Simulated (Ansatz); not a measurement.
# Work function of Fe(111): what the settings cost and change

How far do cutoff, k-mesh and smearing move the work function of Fe(111)?

Method: plane-wave DFT, PBE, Ansatz PAW, in Ansatz 0.2.0.

Experimental background.

“Anisotropic work function of elemental crystals” (2019, arxiv:1902.07811) quotes from earlier work for Fe (clean (111) face, a compiled value): work function (clean (111) face, a compiled value) 4.81 eV.

## Step 1: The structure

The cell holds 11 atoms: 11 Fe. Cell: a = 4.059 Å, b = 4.059 Å, c = 26.285 Å, α = 90.0°, β = 90.0°, γ = 60.0°. Vacuum lies along c.

## Step 2: Run, setting cutoff 200 eV

A work function rests on the faint tail of the density, so the SCF threshold is tight. The cutoff is raised first; then mesh and smearing are varied at the default cutoff.

input.yaml reads:

```yaml
crystal:
  lattice:
    - [4.058792924, 0.0, 0.0]
    - [2.029396462, 3.5150177809, 0.0]
    - [0.0, 0.0, 26.2849763629]
  atoms:
    - { symbol: Fe, position: [0.6666666667, 0.6666666667, 0.3424009166], spin: 2.5 }
    - { symbol: Fe, position: [0.0, 0.0, 0.3739207333], spin: 2.5 }
    - { symbol: Fe, position: [0.3333333333, 0.3333333333, 0.40544055], spin: 2.5 }
    - { symbol: Fe, position: [0.6666666667, 0.6666666667, 0.4369603666], spin: 2.5 }
    - { symbol: Fe, position: [0.0, 0.0, 0.4684801833], spin: 2.5 }
    - { symbol: Fe, position: [0.3333333333, 0.3333333333, 0.5], spin: 2.5 }
    - { symbol: Fe, position: [0.6666666667, 0.6666666667, 0.5315198167], spin: 2.5 }
    - { symbol: Fe, position: [0.0, 0.0, 0.5630396334], spin: 2.5 }
    - { symbol: Fe, position: [0.3333333333, 0.3333333333, 0.59455945], spin: 2.5 }
    - { symbol: Fe, position: [0.6666666667, 0.6666666667, 0.6260792667], spin: 2.5 }
    - { symbol: Fe, position: [0.0, 0.0, 0.6575990834], spin: 2.5 }
magnetization:
  spin_polarized: true
kpoints:
  mp_grid: { grid: [12, 12, 1] }
hamiltonian:
  xc: pbe
scf:
  occupations: { method: fermi_dirac, width: 0.1 }
  convergence: { dr2_threshold: 1.0e-09 }
efield:
  axis: 3
  dipole_correction: true
  ramp_position: 0.97
  ramp_width: 0.06
basis:
  ecutwfc: "200 eV"
output:
  write_potential: true
  write_density: true
  volumetric_format: npy
  elf: true
```

Started as:

```bash
$ ansatz run input.yaml --threads 4 --pin off --max-ram 6144MiB --backend cpu --events-out ev --progress --plain --runs-dir out
```

Standard output:

```text
Warning: basis.ecutwfc = 200 eV is below the records' recommended 420 eV, and the density's cutoff is lower with it unless basis.ecutrho_ratio is high enough to keep the records' density cutoff: compare with a run at a higher cutoff
Engine: ansatz 0.2.0, aarch64-unknown-linux-gnu
Pseudopotentials: kind: paw
Pseudopotential: Fe, paw, valence charge 16, recommended cutoff 420 eV (normal), Fe.paw.azcp
Functional definition: PBE
  parameter kappa = 0.804
  parameter beta = 0.066725
  exchange = pbe_x(kappa = kappa, mu = beta*pi^2/3)
  correlation = pbe_c(beta = beta)
Crystal: 11 atoms, lattice volume = 375.001 Å³
Basis set: ecut = 200 eV, 2413 PW (Γ)
Bands: 123, of which v1, the nominal top of the filled ones, is band 88 counted from 1 (87 counted from 0)
Symmetry: 6 space group operations
k-points: 19 of 144 (time reversal used)
Non-local potential: Fe, projectors of the file, l = 0: 3, l = 1: 2, l = 2: 3, l = 3: 1
PAW form: soft (Blöchl's): semilocal exchange-correlation on the pseudo side does not see the compensation charge
PAW one-centre angular grid: Fe, 590 points (default); XC on 64 Gauss nodes
Initial density: superposition of atomic densities (neutral atoms: chi_scale 0, normalization atom)
Starting moments: Σ|m| = 27.5 μB on 11 of 11 sites
Initial wavefunctions: pseudopotential atomic-orbital guess
Functional: x = pbe(κ = 0.804, μ = 0.219515), c = pbe(β = 0.066725)
SCF iter   1: F=—  HF=-49132.248708 eV  |F-HF|=—  |Δ(HF+E_count)|=         —  Δρ=1.05e-1 (↑8.42e-2 ↓1.05e-1)  dr2=6.83e1  dr2_m=4.11e0  M=28.561 μB ∫|m|=29.053 μB  β_m=1.00  ethr=3.10e-3  p=-0.000 e·Å  D=-1.91e-14 V/Å  ΔV_dip=0.00 eV  dr2_dipole=1.25e-6  V_vac-E_F(+/−)=5.93/5.93 eV  ⟨swp⟩=9.0  Hψ=22339  notcnv=0  defer=192
Mixer restart at iter 1: flushing history
efield: sawtooth ramp at fractional position 0.9700 (set: `efield.ramp_position`, or a place that a band, a saddle search or an elastic batch's reference lends), width 0.0600; the density the first Hamiltonian is built on has a dipole p = -0.000 e·Å; the dipole correction subtracts the counter field D = -1.91e-14 V/Å, which shifts the + side's vacuum level by +0.00 eV against the − side's; the planar-averaged density in the ramp window peaks in size at 4.0e-5 e/Å³
preconditioner: auto → LDOS  [metal: Δε(μ)=0.008 eV  Ē_g=6.227 eV  σ=0.100 eV  W_gap=0.02  n_scr=98 (ndim 8)  ℏωp=18.0 eV  f_vac=0.577  D(μ)=18.15/eV (n_scr^D=138)]
spin=Collinear: LDOS preconditioning applied to the charge; magnetization (m = ρ↑ − ρ↓) channel mixes plain (no charge-response kernel on spin).
SCF iter   2: F=—  HF=-49092.862790 eV  |F-HF|=—  |Δ(HF+E_count)|=    3.94e1  Δρ=5.34e-2 (↑5.34e-2 ↓4.41e-2)  dr2=3.71e0  dr2_m=7.05e0  M=32.994 μB ∫|m|=34.230 μB  β_m=0.32  ethr=3.10e-3  p=0.000 e·Å  D=6.59e-5 V/Å  ΔV_dip=-0.00 eV  dr2_dipole=7.36e-4  V_vac-E_F(+/−)=5.30/5.30 eV  ⟨swp⟩=3.0  Hψ=12059  notcnv=0  defer=361
density mixer auto → msr1: a metal under ldos (density of states about μ 3.13 of a free-electron gas's, 98 screened modes)
SCF iter   3: F=—  HF=-49096.316704 eV  |F-HF|=—  |Δ(HF+E_count)|=    3.45e0  Δρ=4.29e-2 (↑4.29e-2 ↓2.37e-2)  dr2=4.06e0  dr2_m=3.13e0  M=32.432 μB ∫|m|=33.792 μB  β_m=0.66  ethr=2.11e-3  p=-0.000 e·Å  D=-1.06e-4 V/Å  ΔV_dip=0.00 eV  dr2_dipole=1.68e-4  V_vac-E_F(+/−)=5.32/5.32 eV  ⟨swp⟩=2.3  Hψ=6984  notcnv=0  defer=356
SCF iter   4: F=—  HF=-49103.518746 eV  |F-HF|=—  |Δ(HF+E_count)|=    7.20e0  Δρ=1.14e-2 (↑1.14e-2 ↓4.72e-3)  dr2=5.16e-1  dr2_m=1.17e-1  M=31.323 μB ∫|m|=32.903 μB  β_m=0.65  ethr=2.11e-3  p=-0.001 e·Å  D=-3.50e-4 V/Å  ΔV_dip=0.01 eV  dr2_dipole=5.21e-4  V_vac-E_F(+/−)=5.04/5.04 eV  ⟨swp⟩=2.3  Hψ=7108  notcnv=0  defer=366
SCF iter   5: F=—  HF=-49103.814384 eV  |F-HF|=—  |Δ(HF+E_count)|=   2.96e-1  Δρ=2.68e-3 (↑2.68e-3 ↓2.21e-3)  dr2=1.49e-1  dr2_m=1.01e-2  M=31.068 μB ∫|m|=32.691 μB  β_m=0.62  ethr=2.93e-4  p=-0.000 e·Å  D=-1.21e-4 V/Å  ΔV_dip=0.00 eV  dr2_dipole=4.56e-5  V_vac-E_F(+/−)=4.91/4.92 eV  ⟨swp⟩=2.5  Hψ=8576  notcnv=0  defer=369
SCF iter   6: F=—  HF=-49103.843372 eV  |F-HF|=—  |Δ(HF+E_count)|=   2.90e-2  Δρ=1.02e-3 (↑1.02e-3 ↓9.61e-4)  dr2=8.94e-3  dr2_m=1.72e-3  M=30.991 μB ∫|m|=32.671 μB  β_m=0.73  ethr=8.45e-5  p=-0.000 e·Å  D=-1.29e-4 V/Å  ΔV_dip=0.00 eV  dr2_dipole=3.94e-6  V_vac-E_F(+/−)=4.77/4.77 eV  ⟨swp⟩=2.0  Hψ=7236  notcnv=0  defer=374
SCF iter   7: F=—  HF=-49103.847311 eV  |F-HF|=—  |Δ(HF+E_count)|=   3.94e-3  Δρ=5.62e-4 (↑3.62e-4 ↓5.62e-4)  dr2=1.48e-3  dr2_m=3.95e-4  M=30.962 μB ∫|m|=32.674 μB  β_m=0.75  ethr=5.08e-6  p=-0.000 e·Å  D=-6.98e-5 V/Å  ΔV_dip=0.00 eV  dr2_dipole=4.80e-7  V_vac-E_F(+/−)=4.66/4.67 eV  ⟨swp⟩=2.3  Hψ=7239  notcnv=0  defer=376
SCF iter   8: F=—  HF=-49103.847537 eV  |F-HF|=—  |Δ(HF+E_count)|=   2.26e-4  Δρ=2.73e-4 (↑1.59e-4 ↓2.73e-4)  dr2=5.29e-4  dr2_m=6.66e-5  M=30.950 μB ∫|m|=32.667 μB  β_m=0.73  ethr=8.43e-7  p=-0.000 e·Å  D=-2.37e-5 V/Å  ΔV_dip=0.00 eV  dr2_dipole=2.50e-6  V_vac-E_F(+/−)=4.64/4.64 eV  ⟨swp⟩=2.7  Hψ=7998  notcnv=0  defer=376
SCF iter   9: F=—  HF=-49103.847583 eV  |F-HF|=—  |Δ(HF+E_count)|=   4.52e-5  Δρ=6.40e-5 (↑5.88e-5 ↓6.40e-5)  dr2=3.02e-5  dr2_m=4.27e-6  M=30.946 μB ∫|m|=32.667 μB  β_m=0.83  ethr=3.01e-7  p=-0.000 e·Å  D=-9.39e-6 V/Å  ΔV_dip=0.00 eV  dr2_dipole=1.36e-6  V_vac-E_F(+/−)=4.62/4.63 eV  ⟨swp⟩=2.0  Hψ=6534  notcnv=0  defer=376
SCF iter  10: F=—  HF=-49103.847596 eV  |F-HF|=—  |Δ(HF+E_count)|=   1.33e-5  Δρ=3.82e-5 (↑2.70e-5 ↓3.82e-5)  dr2=1.14e-5  dr2_m=1.48e-6  M=30.947 μB ∫|m|=32.667 μB  β_m=0.82  ethr=1.72e-8  p=-0.000 e·Å  D=-5.84e-7 V/Å  ΔV_dip=0.00 eV  dr2_dipole=1.35e-6  V_vac-E_F(+/−)=4.62/4.62 eV  ⟨swp⟩=3.4  Hψ=9631  notcnv=0  defer=376
SCF iter  11: F=—  HF=-49103.847597 eV  |F-HF|=—  |Δ(HF+E_count)|=   1.29e-6  Δρ=2.23e-5 (↑1.69e-5 ↓2.23e-5)  dr2=3.29e-6  dr2_m=5.40e-7  M=30.947 μB ∫|m|=32.667 μB  β_m=0.84  ethr=6.49e-9  p=0.000 e·Å  D=2.36e-6 V/Å  ΔV_dip=-0.00 eV  dr2_dipole=3.42e-7  V_vac-E_F(+/−)=4.62/4.62 eV  ⟨swp⟩=2.5  Hψ=7740  notcnv=0  defer=376
SCF iter  12: F=—  HF=-49103.847599 eV  |F-HF|=—  |Δ(HF+E_count)|=   1.41e-6  Δρ=1.37e-5 (↑5.19e-6 ↓1.37e-5)  dr2=5.30e-7  dr2_m=1.53e-7  M=30.947 μB ∫|m|=32.667 μB  β_m=0.88  ethr=1.87e-9  p=0.000 e·Å  D=2.94e-6 V/Å  ΔV_dip=-0.00 eV  dr2_dipole=1.18e-8  V_vac-E_F(+/−)=4.62/4.62 eV  ⟨swp⟩=2.9  Hψ=9517  notcnv=0  defer=376
SCF iter  13: F=—  HF=-49103.847598 eV  |F-HF|=—  |Δ(HF+E_count)|=   6.52e-7  Δρ=6.70e-6 (↑6.70e-6 ↓6.56e-6)  dr2=3.96e-7  dr2_m=3.70e-8  M=30.947 μB ∫|m|=32.667 μB  β_m=0.75  ethr=3.01e-10  p=0.000 e·Å  D=4.77e-6 V/Å  ΔV_dip=-0.00 eV  dr2_dipole=4.90e-9  V_vac-E_F(+/−)=4.62/4.62 eV  ⟨swp⟩=2.7  Hψ=9023  notcnv=0  defer=376
SCF iter  14: F=—  HF=-49103.847598 eV  |F-HF|=—  |Δ(HF+E_count)|=   1.82e-9  Δρ=3.04e-6 (↑2.27e-6 ↓3.04e-6)  dr2=5.24e-8  dr2_m=8.37e-9  M=30.947 μB ∫|m|=32.667 μB  β_m=0.70  ethr=2.25e-10  p=0.000 e·Å  D=4.54e-6 V/Å  ΔV_dip=-0.00 eV  dr2_dipole=1.26e-10  V_vac-E_F(+/−)=4.62/4.62 eV  ⟨swp⟩=3.0  Hψ=9536  notcnv=0  defer=376
SCF iter  15: F=—  HF=-49103.847598 eV  |F-HF|=—  |Δ(HF+E_count)|=   7.93e-9  Δρ=1.66e-6 (↑6.30e-7 ↓1.66e-6)  dr2=8.30e-9  dr2_m=2.40e-9  M=30.947 μB ∫|m|=32.667 μB  β_m=0.80  ethr=2.98e-11  p=0.000 e·Å  D=4.56e-6 V/Å  ΔV_dip=-0.00 eV  dr2_dipole=1.09e-12  V_vac-E_F(+/−)=4.62/4.62 eV  ⟨swp⟩=2.4  Hψ=8634  notcnv=0  defer=376
SCF iter  16: F=—  HF=-49103.847598 eV  |F-HF|=—  |Δ(HF+E_count)|=   5.84e-9  Δρ=5.87e-7 (↑4.33e-7 ↓5.87e-7)  dr2=2.28e-9  dr2_m=4.77e-10  M=30.947 μB ∫|m|=32.667 μB  β_m=0.84  ethr=4.72e-12  p=0.000 e·Å  D=4.57e-6 V/Å  ΔV_dip=-0.00 eV  dr2_dipole=1.39e-11  V_vac-E_F(+/−)=4.62/4.62 eV  ⟨swp⟩=3.5  Hψ=10686  notcnv=0  defer=376
SCF iter  17: F=—  HF=-49103.847598 eV  |F-HF|=—  |Δ(HF+E_count)|=  5.97e-10  Δρ=2.11e-7 (↑1.37e-7 ↓2.11e-7)  dr2=3.95e-10  dr2_m=3.90e-11  M=30.947 μB ∫|m|=32.667 μB  β_m=0.79  ethr=1.30e-12  p=0.000 e·Å  D=4.52e-6 V/Å  ΔV_dip=-0.00 eV  dr2_dipole=1.22e-14  V_vac-E_F(+/−)=4.62/4.62 eV  ⟨swp⟩=2.6  Hψ=8945  notcnv=0  defer=376
SCF iter  18: F=-49103.847598 eV  HF=-49103.847598 eV  |F-HF|=8.73e-11  |Δ(HF+E_count)|=  7.28e-11  Δρ=1.13e-7 (↑3.36e-8 ↓1.13e-7)  dr2=6.09e-11  dr2_m=9.79e-12  M=30.947 μB ∫|m|=32.667 μB  ethr=1.00e-12  p=0.000 e·Å  D=4.51e-6 V/Å  ΔV_dip=-0.00 eV  dr2_dipole=2.84e-12  V_vac-E_F(+/−)=4.62/4.62 eV  ⟨swp⟩=11.1  Hψ=18860  notcnv=0
WARN: efield: at this solve's end the planar-averaged density reaches 1.69e-4 e/Å³ inside the ramp window [0.9320, 0.0680] (bound 1e-5 e/Å³); by the running means of the window's planes the mean density over a ramp is at most 1.60e-4 e/Å³, which is held to the bound (the quickstart, § The vacuum guard, A window that rings); the window's nearer edge stands 7.21 Å from this solve's nearest atom along the axis. Its work [...]
SCF 1 converged in 18 iterations: F = -49103.847598 eV  dr2 = 6.09e-11
  greatest PAW one-centre occupation: 1.065 electrons in one spin orbital (limit 2), on the Fe atom at site 1 (counted from 0), in its partial waves of l = 1
WARN: The output density's exchange-correlation potential varies sharply where the density is thin. Do not read a vacuum level from v_tot or v_xc, or from such a field of the output density. On a cell that repeats whose density bears no net charge and no dipole along the vacuum's axis use v_es (v_loc + v_h of the components); under efield.dipole_correction with no amplitude use v_es + v_field, which holds any externa [...]
SCF converged after 18 iterations
Magnetization: 30.9472 μB (103.4736 up, 72.5264 down)
Absolute magnetization: 32.6671 μB (∫|ρ↑−ρ↓|, with the PAW one-centre terms)
Spin contamination: 0.5795 ħ² per cell (⟨S²⟩ above its minimum at these occupations)
Per-site moments (μB) at R_I (Å): [(3.037246, 1.025266), (2.789377, 1.025266), (2.828439, 1.025266), (2.802902, 1.025266), (2.796154, 1.025266), (2.782185, 1.025266), (2.796227, 1.025266), (2.802820, 1.025266), (2.828454, 1.025266), (2.789442, 1.025266), (3.037222, 1.025266)]
Free energy (F): -49103.847598 eV
Harris-Foulkes:  -49103.847598 eV  (|F-HF|=8.73e-11)
Internal energy: -49103.223774 eV  (E = F + TS)
E sigma→0 (E₀):  -49103.535686 eV
Entropy (-TS):   -0.623824 eV (-56.711 meV/atom)
Fermi energy:    3.434189 eV
Dipole field:    D = 0.000003 V/Å  (p = 0.000006 e·Å, saw-weighted, corrected)
Work function:   Φ+ = 4.6157 eV (in doubt: plateau slope 4.5e-2 eV/Å)   Φ− = 4.6235 eV (in doubt: plateau slope 4.0e-2 eV/Å)
Levels:          The Fermi level and band energies are counted from a zero that moves with the ramp; work functions are not
Vacuum region:   at the solve's end the planar-averaged density reaches 1.69e-4 e/Å³ inside the ramp window [0.9320, 0.0680] (bound 1e-5 e/Å³); by the running means of the window's planes the mean density over a ramp is at most 1.60e-4 e/Å³, which is held to the bound (the quickstart, § The vacuum guard, A window that rings)
--- Per-component energies (eV) ---
  E_band       = -5161.677669
  E_kinetic    = 4186.733154
  E_local      = -390933.014388  (includes V_loc(G=0)·N_el)
  E_nonlocal   = 2732.138952
  E_hartree    = 192356.836355
  E_xc         = -1315.163119
  E_vxc        = -1692.098248  (∫ρ·V_xc dr)
  E_paw        = -15420.115547  (= ΣΔE_a)
  E_vpaw       = -4169.297887  (= ΣTr[D̂ρ^β])
  E_aug_tail   = 0.186322  (compensation charges beyond the density's cutoff)
  E_efield     = 0.000000  (sawtooth field / dipole correction)
  E_vefield    = 0.000000  (∫n·V_field dr)
  E_ewald      = 159289.174496
  E_smearing   = -0.623824  (= −TS)
  E_closure    = -0.000000  (closes the sum)
  Σ components = -49103.847598   (vs F -49103.847598, Δ=0.00e0)
--- Band table (eV; the first three rows and the last of 38) ---
  k-point 0 ↑: bands = [... 84 lower, 1.5788, 1.5788, 1.7323, 1.8061, 1.8061, 1.8827, 1.8827, 1.9674, ... 31 higher]
  k-point 1 ↑: bands = [... 84 lower, 1.4252, 1.4764, 1.6782, 1.7048, 1.7217, 1.8669, 1.8723, 1.9310, ... 31 higher]
  k-point 2 ↑: bands = [... 84 lower, 1.4316, 1.5192, 1.6417, 1.6752, 1.7409, 1.7426, 1.8714, 1.9354, ... 31 higher]
  k-point 18 ↓: bands = [... 84 lower, 4.1968, 4.2647, 4.3523, 4.4029, 4.4392, 4.4392, 4.5590, 4.5590, ... 31 higher]
```

Elapsed: 2.6 min, on 4 threads of Arm Neoverse N1, shared host; peak memory 1 GiB; 7.3 min of CPU time.

This step gave:

| Item | Value |
| --- | --- |
| energy at zero smearing | -49103.5357 eV |
| total moment | 30.95 μB |
| work function, upper face | 4.616 eV |

Running mean over 0.8285 Å of the planar mean; the ramp of the sawtooth is left out. The electron's electrostatic potential energy less the Fermi level by z:

| z (Å) | electron's electrostatic potential energy less the Fermi level (eV) |
| --- | --- |
| 3.5 | 4.49 |
| 4.0 | 4.44 |
| 4.5 | 4.39 |
| 5.0 | 4.32 |
| 5.5 | 4.24 |
| 6.0 | 4.14 |
| 6.5 | 4.00 |
| 7.0 | 3.75 |
| 7.5 | 3.19 |
| 8.0 | 1.56 |
| 8.5 | -2.58 |
| 9.0 | -7.10 |
| 9.5 | -9.18 |
| 10.0 | -9.51 |
| 10.5 | -9.55 |
| 11.0 | -9.57 |
| 11.5 | -9.56 |
| 12.0 | -9.54 |
| 12.5 | -9.52 |
| 13.0 | -9.51 |
| 13.5 | -9.51 |
| 14.0 | -9.53 |
| 14.5 | -9.55 |
| 15.0 | -9.56 |
| 15.5 | -9.56 |
| 16.0 | -9.54 |
| 16.5 | -9.44 |
| 17.0 | -8.64 |
| 17.5 | -5.33 |
| 18.0 | -0.574 |
| 18.5 | 2.52 |
| 19.0 | 3.49 |
| 19.5 | 3.88 |
| 20.0 | 4.07 |
| 20.5 | 4.19 |
| 21.0 | 4.28 |
| 21.5 | 4.35 |
| 22.0 | 4.41 |
| 22.5 | 4.47 |
| 23.0 | 4.51 |

Site moment by atom:

| atom | site moment (μB) |
| --- | --- |
| Fe1 | 3.04 |
| Fe2 | 2.79 |
| Fe3 | 2.83 |
| Fe4 | 2.80 |
| Fe5 | 2.80 |
| Fe6 | 2.78 |
| Fe7 | 2.80 |
| Fe8 | 2.80 |
| Fe9 | 2.83 |
| Fe10 | 2.79 |
| Fe11 | 3.04 |

Spin density in the ca plane at fractional y = 0.000, with atoms of Fe within 0.2 Å of it.

Values in e/Å³, 6 rows by 16 columns, each cell a mean:
```
0.0 0.0 0.0 1.3 0.6 0.3 1.6 0.0 1.4 0.5 0.3 1.6 0.1 0.0 0.0 0.0
0.0 0.0 0.0 0.0 0.0 0.0 0.0 0.0 0.0 0.0 0.0 0.1 0.0 0.0 0.0 0.0
0.0 0.0 0.0 0.0 0.0 0.0 0.0 0.0 0.0 0.0 0.0 0.0 0.0 0.0 0.0 0.0
0.0 0.0 0.0 0.0 0.0 0.0 0.0 0.0 0.0 0.0 0.0 0.0 0.0 0.0 0.0 0.0
0.0 0.0 0.0 0.1 0.1 0.0 0.2 0.0 0.1 0.1 0.0 0.2 0.0 0.0 0.0 0.0
0.0 0.0 0.0 2.3 0.9 0.5 2.7 0.1 2.3 0.9 0.6 2.8 0.1 0.0 0.0 0.0
```
Columns run along c (16.0 Å, from fractional 0.24 to 0.85 of the cell), rows up along a (4.1 Å). Atoms in or near the plane, at fractional coordinates: Fe at (0.37, 0.00), Fe at (0.47, 0.00), Fe at (0.56, 0.00), Fe at (0.66, 0.00).

Electrostatic potential energy in the ca plane at fractional y = 0.000, with atoms of Fe within 0.2 Å of it. With pseudopotentials it is smooth inside the atoms' cores, unlike the true potential.

Values in eV, 6 rows by 16 columns, each cell a mean:
```
  8   7   4 -30 -17 -11 -35  -2 -31 -17 -12 -35   0   7   8   8
  7   7   5   0   2   3  -1   4   0   2   3   0   5   7   8   8
  7   7   4   3   2   2   4   2   3   2   2   6   7   7   8   8
  7   7   4   4   3   3   4   2   3   3   3   5   7   7   8   8
  8   7   5  -6  -2   0  -8   3  -7  -1   0  -8   4   7   8   8
  8   7   3 -37 -23 -15 -42  -4 -38 -22 -16 -42  -1   7   8   8
```
Columns run along c (16.0 Å, from fractional 0.24 to 0.85 of the cell; values clipped at the 3rd and 97th percentile), rows up along a (4.1 Å). Atoms in or near the plane, at fractional coordinates: Fe at (0.37, 0.00), Fe at (0.47, 0.00), Fe at (0.56, 0.00), Fe at (0.66, 0.00).

Valence density in the ca plane at fractional y = 0.000, with atoms of Fe within 0.2 Å of it. It is the smooth field of the valence electrons, not physical close to the nuclei.

Ten steps, logarithmic in the rise over the least value, from '0' (0 e/Å³) to '9' (29 e/Å³), each cell a mean:
```
00000001379741147973115886312588620000000000
00000000245421124542112553111355310000000000
00000000112111111211111121111111100000000000
00000000011111111111111111111110000000000000
00000000011111111111111111111100000000000000
00000000011111111111111111111100000000000000
00000000011111111111111111111100000000000000
00000000011111111111111111111111000000000000
00000000123311113321112332111233200000000000
00000000367631136763114775211477510000000000
00000001489851158984125997312699720000000000
```
Columns run along c (16.0 Å, from fractional 0.24 to 0.85 of the cell), rows up along a (4.1 Å). Atoms in or near the plane, at fractional coordinates: Fe at (0.37, 0.00), Fe at (0.47, 0.00), Fe at (0.56, 0.00), Fe at (0.66, 0.00).

The work function is 4.616 eV. The program marks this work function as in doubt.

## Step 3: Run

Edit input.yaml of step 2 so:

```diff
@@ -32,3 +32,3 @@
 basis:
-  ecutwfc: "200 eV"
+  ecutwfc: "300 eV"
 output:
@@ -37,2 +37 @@
   volumetric_format: npy
-  elf: true
```

Standard output:

```text
[...]
Crystal: 11 atoms, lattice volume = 375.001 Å³
Basis set: ecut = 300 eV, 4395 PW (Γ)
Bands: 123, of which v1, the nominal top of the filled ones, is band 88 counted from 1 (87 counted from 0)
Symmetry: 6 space group operations
k-points: 19 of 144 (time reversal used)
[...]
k-point 1 ↑: bands = [... 84 lower, 2.4548, 2.4997, 2.5267, 2.5972, 2.6234, 2.6804, 2.6947, 2.7330, ... 31 higher]
  k-point 2 ↑: bands = [... 84 lower, 2.4311, 2.4316, 2.5349, 2.5900, 2.6302, 2.6557, 2.6824, 2.6843, ... 31 higher]
  k-point 18 ↓: bands = [... 84 lower, 4.9020, 4.9020, 4.9138, 4.9908, 4.9908, 5.1632, 5.1961, 5.1961, ... 31 higher]
[key lines of the parts left out:]
SCF converged after 17 iterations
Magnetization: 27.9830 μB (101.9915 up, 74.0085 down)
Free energy (F): -49276.314043 eV
Fermi energy:    3.677258 eV
Dipole field:    D = -0.000001 V/Å  (p = -0.000002 e·Å, saw-weighted, corrected)
Work function:   Φ+ = 3.8863 eV   Φ− = 3.8864 eV
```

Elapsed: 3.1 min, on 4 threads; peak memory 1.6 GiB; 9.8 min of CPU time.

The work function is 3.886 eV, -0.729 eV from the run “cutoff 200 eV”, at 1.3 times its CPU time.

## Step 4: Run

Edit input.yaml of step 3 so:

```diff
@@ -32,3 +32,3 @@
 basis:
-  ecutwfc: "300 eV"
+  ecutwfc: "420 eV"
 output:
```

Standard output:

```text
[...]
Crystal: 11 atoms, lattice volume = 375.001 Å³
Basis set: ecut = 420 eV, 7335 PW (Γ)
Bands: 123, of which v1, the nominal top of the filled ones, is band 88 counted from 1 (87 counted from 0)
Symmetry: 6 space group operations
k-points: 19 of 144 (time reversal used)
[...]
k-point 1 ↑: bands = [... 84 lower, 2.4780, 2.5283, 2.5581, 2.6274, 2.6569, 2.7313, 2.7468, 2.7888, ... 31 higher]
  k-point 2 ↑: bands = [... 84 lower, 2.4560, 2.4592, 2.5646, 2.6240, 2.6633, 2.7006, 2.7274, 2.7287, ... 31 higher]
  k-point 18 ↓: bands = [... 84 lower, 4.9330, 4.9330, 4.9455, 5.0177, 5.0177, 5.1980, 5.2289, 5.2289, ... 31 higher]
[key lines of the parts left out:]
SCF converged after 18 iterations
Magnetization: 27.9982 μB (101.9991 up, 74.0009 down)
Free energy (F): -49280.399753 eV
Fermi energy:    3.696091 eV
Dipole field:    D = -0.000001 V/Å  (p = -0.000002 e·Å, saw-weighted, corrected)
Work function:   Φ+ = 3.8711 eV   Φ− = 3.8711 eV
```

Wall time 5 min (4 threads); peak memory 2.3 GiB; 17 min of CPU time.

The work function is 3.871 eV, -0.745 eV from the run “cutoff 200 eV”, at 2.3 times its CPU time.

(Part 1 of 2 ends here.)

[Long decimals in the printed logs are rounded to 6 places.]

[Logs are printed without paths, hosts, clocks, repeated set-up lines and the standing remarks that a program may print on its own settings, such as how far it seeks lower states.]

[Hosts, paths, dates, database ids (printed as entryN), source tags and the programs' standing remarks are cut or masked in the printed files.]

[Maps of the electrostatic potential energy from Ansatz leave out the sawtooth potential of an applied field or a dipole correction, so their vacuum need not be flat; planar profiles and work functions include it.]
